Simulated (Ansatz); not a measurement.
# Photoemission of the MXene Sc2C1 with S ends, part 3 of 3

What would XPS and angle-resolved spectra of the MXene Sc2C1 with S ends look like?

Ansatz 0.2.0; DFT, PBEsol, plane-wave PAW, default files, scalar-relativistic.

So far, work function, upper face (eV): step 2 (relaxing the atoms) 6.84; step 3 (bands by layer) 6.84.

**5. Before relaxation**

The unrelaxed cell shows how much of the result comes from relaxation.

input.yaml reads:

```yaml
crystal:
  lattice:
    - [6.7, 0.0, 0.0]
    - [-3.35, 5.8023702054, 0.0]
    - [0.0, 0.0, 20.4]
  atoms:
    - { symbol: S, position: [0.0, 0.0, 0.632352941] }
    - { symbol: S, position: [0.0, 0.5, 0.632352941] }
    - { symbol: S, position: [0.5, 0.0, 0.632352941] }
    - { symbol: S, position: [0.5, 0.5, 0.632352941] }
    - { symbol: Sc, position: [0.333333333, 0.666666667, 0.558823529] }
    - { symbol: Sc, position: [0.333333333, 0.166666667, 0.558823529] }
    - { symbol: Sc, position: [0.833333333, 0.666666667, 0.558823529] }
    - { symbol: Sc, position: [0.833333333, 0.166666667, 0.558823529] }
    - { symbol: C, position: [0.166666667, 0.333333333, 0.5] }
    - { symbol: C, position: [0.166666667, 0.833333333, 0.5] }
    - { symbol: C, position: [0.666666667, 0.333333333, 0.5] }
    - { symbol: C, position: [0.666666667, 0.833333333, 0.5] }
    - { symbol: Sc, position: [0.0, 0.0, 0.441176471] }
    - { symbol: Sc, position: [0.0, 0.5, 0.441176471] }
    - { symbol: Sc, position: [0.5, 0.0, 0.441176471] }
    - { symbol: Sc, position: [0.5, 0.5, 0.441176471] }
    - { symbol: S, position: [0.333333333, 0.666666667, 0.367647059] }
    - { symbol: S, position: [0.333333333, 0.166666667, 0.367647059] }
    - { symbol: S, position: [0.833333333, 0.666666667, 0.367647059] }
    - { symbol: S, position: [0.833333333, 0.166666667, 0.367647059] }
kpoints:
  mp_grid: { grid: [6, 6, 1] }
scf:
  occupations: { method: fermi_dirac, width: 0.05 }
  n_extra_bands: 19
hamiltonian:
  xc: pbesol
  pseudopotentials: { kind: paw }
output:
  forces: true
  write_potential: true
  volumetric_format: []
  dos:
    projected:
      site_lists:
        layer_1: [3, 2, 1, 0]
        layer_2: [4, 5, 6, 7]
        layer_3: [8, 9, 10, 11]
        middle: [12, 13, 14, 15]
        other_layers: [16, 17, 18, 19]
    de: 0.05
    e_range: [-30, 12]
    method: { smearing: { sigma: 0.15, scheme: gaussian } }
  eigenstates:
    kpoints:
      - [-0.33333333, -0.33333333, 0.0]
      - [-0.375, -0.375, 0.0]
      - [-0.41666667, -0.41666667, 0.0]
      - [-0.45833333, -0.45833333, 0.0]
      - [0.5, 0.5, 0.0]
      - [0.45833333, 0.45833333, 0.0]
      # [... 29 more points ...]
      - [-0.25, 0.5, 0.0]
      - [-0.29166667, -0.41666667, 0.0]
    e_range: [-8.0, 4.0]
    unfold:
      supercell_matrix: [[2, 0, 0], [0, 2, 0], [0, 0, 1]]
      layers:
        axis: 3
        edges: [0.171569, 0.448528, 0.448628, 0.55137, 0.55147, 0.828429]
```

On the command line:

```sh
$ ansatz run input.yaml --threads 4 --pin off --max-ram 14336MiB --backend cpu --events-out ev --progress --plain --runs-dir out
```

The job ended after 47 s (4 threads of Arm Neoverse V2, shared host; peak memory 3 GiB; 3.1 min of CPU time).

Numbers from this step:

```
free energy                                    : -24971.2111 eV
energy at zero smearing                        : -24971.1536 eV
smearing term TS                               : 0.1150 eV
Fermi energy                                   : -0.7086 eV
share of occupied states in no projected shell : 0.0046 of the occupied states in the window
DOS at the Fermi level                         : 14.34 states/eV/cell
work function, upper face                      : 6.773 eV
work function, lower face                      : 6.773 eV
```

A(k,E), total over k along the path and E. Zero: Fermi level.

Values in eV⁻¹, 12 rows by 16 columns, each cell a mean:
```
0.18 1.36 1.80 1.80 1.81 2.02 2.52 2.36 1.10 0.07 0.04 0.03 0.03 0.05 0.63 0.34
0.03 0.06 0.11 0.16 0.18 0.20 0.33 0.27 0.62 0.93 0.62 0.17 0.14 0.77 0.37 0.03
0.04 0.06 0.07 0.10 0.25 1.22 1.98 1.84 0.77 0.23 0.49 0.91 0.93 0.27 0.06 0.04
0.14 0.17 0.43 1.22 2.25 2.37 2.35 2.18 2.46 2.08 1.91 1.53 1.26 0.48 0.17 0.14
2.56 2.42 2.90 3.28 2.94 2.28 0.99 1.58 2.38 2.60 2.53 2.63 2.67 2.99 2.64 2.59
2.43 3.19 2.58 1.46 1.60 1.49 2.52 2.10 1.57 1.76 1.30 1.89 2.17 2.64 3.08 2.43
3.19 2.04 2.75 2.95 1.61 0.82 0.23 0.43 1.08 2.28 2.65 1.41 1.06 1.07 1.49 3.08
0.79 1.29 0.44 0.17 0.52 0.94 0.93 0.94 0.88 0.27 0.67 1.50 1.38 1.63 1.69 0.88
0.07 0.07 0.05 0.04 0.04 0.06 0.08 0.07 0.05 0.04 0.05 0.18 0.58 0.32 0.10 0.07
0.03 0.03 0.02 0.02 0.02 0.02 0.02 0.02 0.02 0.02 0.02 0.03 0.04 0.04 0.03 0.03
0.02 0.02 0.01 0.01 0.01 0.01 0.01 0.01 0.01 0.01 0.01 0.02 0.02 0.02 0.02 0.02
0.01 0.01 0.01 0.01 0.01 0.01 0.01 0.01 0.01 0.01 0.01 0.01 0.01 0.01 0.01 0.01
```
Columns: k along the path (Å⁻¹) from 0 to 2.96; rows upwards: E (eV) from -7.7 to 3.7.

Peaks of A(k,E) at the labelled points: for each region the eleven nearest the zero at most, each over 6 % of that point's highest, less those above the energy where the solved bands run out; weight and spread sum the levels within three half widths or 0.3 eV, so near peaks share levels. Peaks of the spectral function, the first 40 of 68 rows:

```
point  weight on  E (eV)  A (1/eV)  weight near the peak  rms spread of levels (eV)
    K      total   -2.82     6.799                     4                      0.131
    K      total   -2.58     7.305                     4                      0.131
    K      total   -1.48     6.654                     2                          0
    K      total    -0.9     6.742                     2                          0
    K      total   -0.48     3.609                     1                          0
    K        top   -2.82      3.05                 1.601                      0.129
    K        top   -2.58     2.559                 1.601                      0.129
    K        top   -1.48     2.405                 0.725                          0
    K        top    -0.9      2.22                 0.664                          0
    K        top    -0.5     0.729                 0.181                          0
    K     middle   -2.58     2.184                 0.798                      0.099
    K     middle   -1.48     1.843                 0.548                          0
    K     middle    -0.9       2.3                 0.671                          0
    K     middle   -0.48     2.156                 0.636                          0
    Γ      total   -3.56     3.206                     1                          0
    Γ      total    -1.7     3.553                     1                          0
    Γ      total   -1.28       6.6                     2                          0
    Γ      total    0.06     6.575                     2                          0
    Γ      total    0.56     3.537                     1                          0
    Γ      total    1.52     6.464                     2                          0
    Γ      total    3.08     6.498                     2                          0
    Γ      total    3.64      3.39                     1                          0
    Γ        top   -3.56     1.085                 0.338                          0
    Γ        top    -1.7     1.561                 0.461                          0
    Γ        top   -1.28     1.641                 0.482                          0
    Γ        top    0.06     3.032                 0.932                          0
    Γ        top    0.56     1.123                 0.306                          0
    Γ        top    1.52     2.185                 0.676                          0
    Γ        top    3.08     1.825                  0.56                          0
    Γ        top    3.64     1.095                 0.325                          0
    Γ     middle   -3.56     1.033                 0.322                          0
    Γ     middle   -1.68     0.444                 0.078                          0
    Γ     middle   -1.28     3.313                 1.034                          0
    Γ     middle    0.06     0.508                 0.134                          0
    Γ     middle    0.56      1.29                 0.388                          0
    Γ     middle    1.52     2.093                 0.648                          0
    Γ     middle    3.08     2.839                 0.878                          0
    Γ     middle    3.64     1.195                 0.348                          0
    M      total   -3.96     3.254                     1                          0
    M      total   -3.26     3.311                     1                          0
```

The planar mean, electrostatic potential oscillates, so the rows of the table below give means over windows of 1.56 Å about each position, cut where the curve ends. Its maxima inside the range that stand out by 2 % of the span (Å: eV): 8.2: -4.04, 9.8: -5.08, 10.6: -5.08, 12.2: -4.04. Its minima: 7.7: -5.85, 9.1: -10.7, 10.2: -6.73, 11.3: -10.7, 12.8: -5.85.

From the Fermi level. Planar mean, electrostatic potential against z; means over each step:

z (Å), planar mean, electrostatic potential (eV) and a bar from the least value:
```
     0.78        6.8 ##############################
     2.34        6.8 ##############################
     3.90        6.8 ##############################
     5.46        6.6 ##############################
     7.02       -0.9 ##############
     8.58       -7.2 
    10.14       -5.9 ###
    11.70       -7.3 
    13.26       -1.7 ############
    14.82        6.5 #############################
    16.38        6.8 ##############################
    17.94        6.8 ##############################
    19.50        6.8 ##############################
```

Side by side:

```csv
quantity,this run,base run,difference
"work function, upper face (eV)",6.7726,6.841,-0.0684
"work function, lower face (eV)",6.7726,6.841,-0.0684
DOS at the Fermi level (states/eV/cell),14.342,14.071,0.271
```

One result that differs is the work function, upper face, 6.77 eV against 6.84 eV.

**6. What came out**

| Quantity | Value |
| --- | --- |
| work function | 6.84 eV |

In words: The Fermi level of the MXene Sc2C1 with S ends lies 6.84 eV below the vacuum. At 21.2 eV the valence spectrum has its highest listed peaks within 9.25 eV at 0.8 eV (mixed, Sc 3d leading) and 2.2 eV (mixed, S 3p leading). At 1486.7 eV the valence spectrum has its highest listed peaks within 13 eV at 0.8 eV (S 3p), 2.2 eV (S 3p), 8.3 eV (C 2s) and 10.8 eV (S 3s), and the deeper Sc 3p line at 26.2 eV is higher still (without the spin–orbit splitting that a measurement shows). The shell named is the one with most of the intensity, cross sections included, not always the one with most states there. In the main run, from 1486.7 eV towards hard X-rays the S 3s share grows by 16 points, as its cross section falls more slowly with photon energy than those of the shells it gains on. With the starting cell and positions, the work function moves from 6.84 to 6.77 eV.

[Logs are printed without paths, hosts, clocks, repeated set-up lines and the standing remarks that a program may print on its own settings, such as how far it seeks lower states.]

[Hosts, paths, dates, database ids (printed as entryN), source tags and the programs' standing remarks are cut or masked in the printed files.]

[Maps of the electrostatic potential energy from Ansatz leave out the sawtooth potential of an applied field or a dipole correction, so their vacuum need not be flat; work functions include it.]
